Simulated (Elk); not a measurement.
**Bands of Cr (Chromium) in the lowest magnetic state tried**

Wanted: the exchange-split electronic structure of Cr (Chromium).

Method: PBE; all-electron APW+lo, Dirac cores, scalar-relativistic bands, in Elk 11.2.3 (patched build).

### 1. The structure

The structure is cubic, space group Im-3m (No. 229). The conventional cell has a = 2.884 Å, b = 2.884 Å, c = 2.884 Å, α = 90.00°, β = 90.00°, γ = 90.00°. Cr has 8 Cr at 2.50 Å nearest.

### 2. Ground-state run

Bands and densities of states are read from a converged potential, so the magnetic state comes first.

This is the lowest of the starts that converged (antiferro q=(1/2,1/2,1/2) +-). Its cell is doubled, so bands are folded, the special points are those of the doubled cell and densities of states count per doubled cell.

Moments are seeded by fields in the spheres (the last three columns under atoms), set against the wanted direction and reduced each loop.

Input file elk.in:

```
tasks
  0

xctype
  20

reducebf
  0.5

epsengy
  1e-05

maxscl
  100

rgkmax
  7.0

nempty
  12

swidth
  0.003

lmaxi
  3

spinpol
  .true.

sppath
  './'

avec
  -5.44978117081 5.44978117081 5.44978117081
  0.00000000000 0.00000000000 5.44978117081
  0.00000000000 5.44978117081 0.00000000000

atoms
  1
  'Cr.in'
  2
  0.0000000000 0.0000000000 0.0000000000   0.000000 0.000000 -0.187500
  0.5000000000 0.0000000000 0.0000000000   0.000000 0.000000 0.187500

ngridk
  6 12 12
```

Command:

```bash
OMP_NUM_THREADS=2 elk
```

Numbers of over 12 decimals in the logs are rounded to 6 here.

What it wrote:

```text
┌─────────────────────────┐
│ Elk code version 11.2.3 │
└─────────────────────────┘

All units are atomic (Hartree, Bohr, etc.)

┌─────────────────────────────────────────────────┐
│ Ground-state run starting from atomic densities │
└─────────────────────────────────────────────────┘

Lattice vectors :
  -5.449781171       5.449781171       5.449781171
   0.000000000       0.000000000       5.449781171
   0.000000000       5.449781171       0.000000000

Species : 1 (Cr)
 parameters loaded from : Cr.in
 name : chromium
 nuclear charge    :   -24.00000000
 electronic charge :    24.00000000
 atomic mass :    94783.09202
 muffin-tin radius :    2.334824469
 number of radial points in muffin-tin :    993
 inner part over the whole radius :   0.9938561239E-02
 number on inner part of muffin-tin    :    699
 approximate nuclear radius :   0.6987106690E-04
 number of mesh points to nuclear radius :    329
 atomic positions (lattice), magnetic fields (Cartesian) :
  1 :   0.00000000  0.00000000  0.00000000    0.00000000  0.00000000 -0.18750000
  2 :   0.50000000  0.00000000  0.00000000    0.00000000  0.00000000  0.18750000

Total number of atoms per unit cell :    2
Total muffin-tin volume :    106.6304675
 ratio of muffin-tin to unit cell volume :   0.6587856359

Spin treatment :
 spin-polarised
 global magnetic field (Cartesian) :    0.000000000       0.000000000       0.000000000
 collinear magnetisation in z-direction

Number of Bravais lattice symmetries :   48
Number of crystal symmetries         :   96
Crystal has inversion symmetry
Real symmetric eigensolver will be used

k-point grid :      6    12    12
k-point offset :    0.000000000       0.000000000       0.000000000
k-point set is reduced with full crystal symmetry group
Total number of k-points :       44

Muffin-tin radius times maximum |G+k| :    7.000000000
 using average radius
Maximum |G+k| for APW functions       :    2.998084049
Maximum (1/2)|G+k|²                   :    4.494253983
Maximum |G| for potential and density :    12.00000000
Constant for pseudocharge density :    7
 order of it for each species :   14
 order of it for pair densities of each species (exact exchange by exxq0 0: 14) :   10
Radial integration step length :    1

G-vector grid sizes :     40    21    21
Number of G-vectors :     4729

Maximum angular momentum used for
 APW functions            :    8
 outer part of muffin-tin :    6
 inner part of muffin-tin :    3

Number of empty states         :     24
Total number of valence states :     78
Total number of core states    :     20

Third-order local-orbitals added for an l without core states : T
Total number of local-orbitals :     46

Exchange-correlation functional :     20     0     0
 Perdew-Burke-Ernzerhof, Phys. Rev. Lett. 77, 3865 (1996)
 gradient requirement :    1
 generalised gradient approximation (GGA)

Smearing type :    3
 Fermi-Dirac
Smearing width :   0.3000000000E-02
Effective electronic temperature (K) :    947.3250744

Mixing type :    3
 Broyden mixing, J. Phys. A: Math. Gen. 17, L317 (1984)

Kohn-Sham potential initialised from atomic data

┌──────────────────────────────┐
│ Self-consistent loop started │
└──────────────────────────────┘

┌─────────────────┐
│ Loop number : 1 │
└─────────────────┘

Energies :
 Fermi                       :     0.321245
 sum of occupied eigenvalues :     -1220.8563376251
 electron kinetic            :      2115.8419533188
 core electron kinetic       :      1925.9804934808
 Coulomb                     :     -4121.0845275285
 Coulomb potential           :     -3224.8887003284
 nuclear-nuclear             :     -384.63901597461
 electron-nuclear            :     -4263.5711552273
 Hartree                     :      527.12564367336
 Madelung                    :     -2508.6401773643
 xc potential                :     -111.69206880638
 xc effective B-field        :    -0.76636576151810E-01
 external B-field            :      0.000000
 exchange                    :     -94.516563596785
 correlation                 :     -2.190613
 electron entropic           :    -0.53736341818376E-03
 total energy                :     -2101.9502884138
 (external B-field energy excluded from total)

Density of states at Fermi energy :    18.81501183
 (states/Hartree/unit cell)

Estimated indirect band gap :   0.4389202814E-02
 from k-point 6 to k-point 19
Estimated direct band gap   :   0.1958969327E-01
 at k-point 19

Charges :
 core                        :    20.00000000
 valence                     :    28.00000000
 interstitial                :    2.874968821
 muffin-tins (core leakage)
  species : 1 (Cr)
   atom 1                    :    22.56251559     ( -0.2218855180E-06)
   atom 2                    :    22.56251559     ( -0.2218855180E-06)
 total in muffin-tins        :    45.12503118
 total calculated charge     :    47.99995308
 total charge                :    48.00000000
 error                       :   0.4692123998E-04

Moments :
 interstitial                :  -0.3577838260E-18
 muffin-tins
  species : 1 (Cr)
   atom 1                    :    1.408440385
   atom 2                    :   -1.408440385
 total in muffin-tins        :  -0.4440892099E-15
 total moment                :  -0.4444469937E-15

[... earlier loops left out ...]

┌──────────────────┐
│ Loop number : 21 │
└──────────────────┘

Energies :
 Fermi                       :     0.373771
 sum of occupied eigenvalues :     -1220.8857828162
 electron kinetic            :      2125.8858831086
 core electron kinetic       :      1925.4950098540
 Coulomb                     :     -4130.0571342915
 Coulomb potential           :     -3220.1889526410
 nuclear-nuclear             :     -384.63901597461
 electron-nuclear            :     -4286.4769140343
 Hartree                     :      541.05879571738
 Madelung                    :     -2519.9626579710
 xc potential                :     -126.53148955985
 xc effective B-field        :    -0.51223684131570E-01
 external B-field            :      0.000000
 exchange                    :     -95.417366362627
 correlation                 :     -2.185800
 electron entropic           :    -0.54309748121517E-03
 total energy                :     -2101.7749601973
 (external B-field energy excluded from total)

Density of states at Fermi energy :    16.03923277
 (states/Hartree/unit cell)

Estimated indirect band gap :   0.6821171281E-02
 from k-point 25 to k-point 10
Estimated direct band gap   :   0.9239832752E-02
 at k-point 25

Charges :
 core                        :    20.00000000
 valence                     :    28.00000000
 interstitial                :    2.361485702
 muffin-tins (core leakage)
  species : 1 (Cr)
   atom 1                    :    22.81925715     ( -0.2218886870E-06)
   atom 2                    :    22.81925715     ( -0.2218886870E-06)
 total in muffin-tins        :    45.63851430
 total calculated charge     :    47.99998008
 total charge                :    48.00000000
 error                       :   0.1991991540E-04

Moments :
 interstitial                :  -0.1170041164E-17
 muffin-tins
  species : 1 (Cr)
   atom 1                    :    1.150631734
   atom 2                    :   -1.150631734
 total in muffin-tins        :    0.000000000
 total moment                :  -0.1170041164E-17

┌──────────────────────────────┐
│ Self-consistent loop stopped │
└──────────────────────────────┘

Wrote STATE.OUT
```

It took 91 s on 2 threads of Arm Neoverse V1, shared host; peak memory 0.14 GiB; 3 min of CPU time.

Read from the output:

```yaml
density_of_states_at_the_fermi_level: 0.5894 states/eV/cell
moment_between_the_spheres: 0 μB
magnetization: 0 μB
final_state: antiferromagnetic
largest_moment: 1.151 μB
```

### 3. Levels along a path and on the mesh

The potential is kept. Point names follow a standard table for this cell's lattice and can differ from other conventions. The density of states is interpolated from the levels on the mesh (so its value at the Fermi level can differ from the smeared one of the ground-state run), and the bands are solved anew along a path of special points.

Input file elk.in:

```
tasks
  10
  20
  15

xctype
  20

reducebf
  0.5

epsengy
  1e-05

maxscl
  100

rgkmax
  7.0

nempty
  12

swidth
  0.003

lmaxi
  3

spinpol
  .true.

sppath
  './'

avec
  -5.44978117081 5.44978117081 5.44978117081
  0.00000000000 0.00000000000 5.44978117081
  0.00000000000 5.44978117081 0.00000000000

atoms
  1
  'Cr.in'
  2
  0.0000000000 0.0000000000 0.0000000000   0.000000 0.000000 -0.000187
  0.5000000000 0.0000000000 0.0000000000   0.000000 0.000000 0.000187

ngridk
  6 12 12

wplot
  300 60 1
  -0.35000 0.25000

plot1d
  7 84
  0.00000000 0.00000000 0.00000000
  0.50000000 0.00000000 0.50000000
  0.00000000 0.00000000 0.50000000
  0.00000000 0.00000000 0.00000000
  0.50000000 0.50000000 0.50000000
  0.50000000 0.00000000 0.50000000
  0.50000000 0.50000000 0.50000000
```

Command:

```bash
OMP_NUM_THREADS=2 elk
```

What it wrote:

```text
┌─────────────────────────────────┐
│ Elk code version 11.2.3 started │
└─────────────────────────────────┘

Info(readinput): the functional depends on the density's gradient
 muffin-tin radial points multiplied by    2.00000
 (not where nrmtscf is given)

┌───────────────────┐
│ Current task : 10 │
└───────────────────┘
Info(checkmt): changed muffin-tin radius of species 1 (Cr) from   2.4000 to   2.3348

Info(writedos):
 Total density of states written to TDOS.OUT

 Partial density of states written to PDOS_Sss_Aaaaa.OUT
 for all species and atoms

 Spin-quantisation axis :    0.000000000       0.000000000       1.000000000

 Eigenvalues of a random matrix symmetrised with the site
 symmetries in the Yₗₘ basis written to ELMIREP.OUT for all
 species and atoms. Degenerate eigenvalues correspond to
 irreducible representations of each site symmetry group

 Interstitial density of states written to IDOS.OUT

 Fermi energy is at zero in plots

 DOS units are states/Hartree/unit cell

┌───────────────────┐
│ Current task : 20 │
└───────────────────┘

Info(bandstr):
 Band structure plot written to BAND.OUT

 Fermi energy is at zero in plot

 Vertex location lines written to BANDLINES.OUT

┌───────────────────┐
│ Current task : 15 │
└───────────────────┘

Info(writelsj):
 muffin-tin L, S and J expectation values written to LSJ.OUT

┌──────────────────┐
│ Elk code stopped │
└──────────────────┘
```

It took 84 s on 2 threads; peak memory 0.17 GiB; 2.6 min of CPU time.

The electronic bands at the labelled points (eV, zero at the Fermi level; # counts the bands kept):

```
          point  up #5  up #6  up #7  up #8  down #5  down #6  down #7  down #8
              Γ  -0.88  -0.88   1.22   1.22    -0.88    -0.88     1.22     1.22
0.55 of the way  -0.92  -0.42   0.23   1.17    -0.92    -0.42     0.23     1.17
              X  -0.82  -0.82   0.16   0.25    -0.82    -0.82     0.16     0.25
0.55 of the way  -1.41  -0.99   0.73   0.81    -1.41    -0.99     0.73     0.81
              M   0.98   0.98   1.05   1.06     0.98     0.98     1.05     1.06
        halfway  -1.25  -0.61   0.58   0.93    -1.25    -0.61     0.58     0.93
              Γ  -0.88  -0.88   1.22   1.22    -0.88    -0.88     1.22     1.22
        halfway  -1.94  -1.94   1.25   1.25    -1.94    -1.94     1.25     1.25
              R  -1.85  -1.85   1.09   1.09    -1.85    -1.85     1.09     1.09
        halfway  -1.84  -1.27   1.01   1.14    -1.84    -1.27     1.01     1.14
              X  -0.82  -0.82   0.16   0.25    -0.82    -0.82     0.16     0.25
0.47 of the way  -1.78  -1.26   0.96   1.01    -1.78    -1.26     0.96     1.01
              R  -1.85  -1.85   1.09   1.09    -1.85    -1.85     1.09     1.09
```

The density of states has structure finer than the step of the table below, so its rows give means over 0.5 eV, whole bins alone (the curve runs from -9.52 to 6.75 eV). Peaks (eV: height): up = down -3.32: 1.87, -2.23: 2.56, -1.31: 2.64, 1.14: 3.91, 1.47: 3.02, 2.01: 2.33; Cr1 d up -3.32: 0.716, -2.23: 1.36, -1.31: 1.28, 1.14: 2.00, 1.47: 1.36; Cr1 d down -3.32: 0.454, -2.23: 0.710, -1.31: 0.745, 1.09: 1.70, 1.47: 1.44, 2.01: 1.74.

Density of states against energy, zero at the Fermi level; means over each step; values in states/eV/cell:

| energy (eV) | up = down | Cr1 d up | Cr1 d down |
| --- | --- | --- | --- |
| -8.0 | 4.0e-5 | 0 | 0 |
| -7.5 | 0.0185 | 1.4e-5 | 4.3e-6 |
| -7.0 | 0.0557 | 2.2e-4 | 1.6e-4 |
| -6.5 | 0.0815 | 8.7e-4 | 6.3e-4 |
| -6.0 | 0.112 | 0.00258 | 0.00180 |
| -5.5 | 0.149 | 0.00667 | 0.00446 |
| -5.0 | 0.212 | 0.0175 | 0.0110 |
| -4.5 | 0.390 | 0.0659 | 0.0376 |
| -4.0 | 0.803 | 0.250 | 0.146 |
| -3.5 | 1.48 | 0.547 | 0.352 |
| -3.0 | 0.982 | 0.394 | 0.266 |
| -2.5 | 1.36 | 0.717 | 0.332 |
| -2.0 | 1.75 | 0.909 | 0.505 |
| -1.5 | 2.10 | 0.979 | 0.614 |
| -1.0 | 1.68 | 0.820 | 0.442 |
| -0.5 | 0.728 | 0.415 | 0.132 |
| 0.0 | 0.270 | 0.0990 | 0.0940 |
| 0.5 | 0.925 | 0.294 | 0.534 |
| 1.0 | 3.08 | 1.31 | 1.55 |
| 1.5 | 2.24 | 0.936 | 1.14 |
| 2.0 | 1.73 | 0.426 | 1.19 |
| 2.5 | 1.01 | 0.340 | 0.601 |
| 3.0 | 0.352 | 0.107 | 0.181 |
| 3.5 | 0.362 | 0.0840 | 0.175 |
| 4.0 | 0.359 | 0.0792 | 0.152 |
| 4.5 | 0.318 | 0.0692 | 0.120 |
| 5.0 | 0.293 | 0.0626 | 0.0988 |
| 5.5 | 0.269 | 0.0559 | 0.0821 |
| 6.0 | 0.242 | 0.0485 | 0.0675 |

### 4. Outcome

```json
{"state": "antiferromagnetic", "largest moment": "1.15 μB"}
```

In words: Right at the Fermi level (the table gives means over its steps) the density of states is 0.26 states/eV a cell for spin up and 0.26 for spin down. Within the window shown, the centres of the Cr1 d states of the two spins lie 0.99 eV apart, a rough measure of the splitting of the spins. The state is the lowest of the starts that converged. These are Kohn–Sham levels without spin–orbit coupling.

[Logs and program files are shortened in this print: banners, set-up blocks, solver, clock and traceback lines can be left out without a mark of their own.]

[Logs are printed without paths, hosts, clocks, repeated set-up lines and the standing remarks that a program may print on its own settings, such as how far it seeks lower states.]

[Hosts, paths, dates, database ids (printed as entryN), source tags and the programs' standing remarks are cut or masked in the printed files.]

[Where a cell is said to come from a database of computed structures, the database is the Materials Project.]
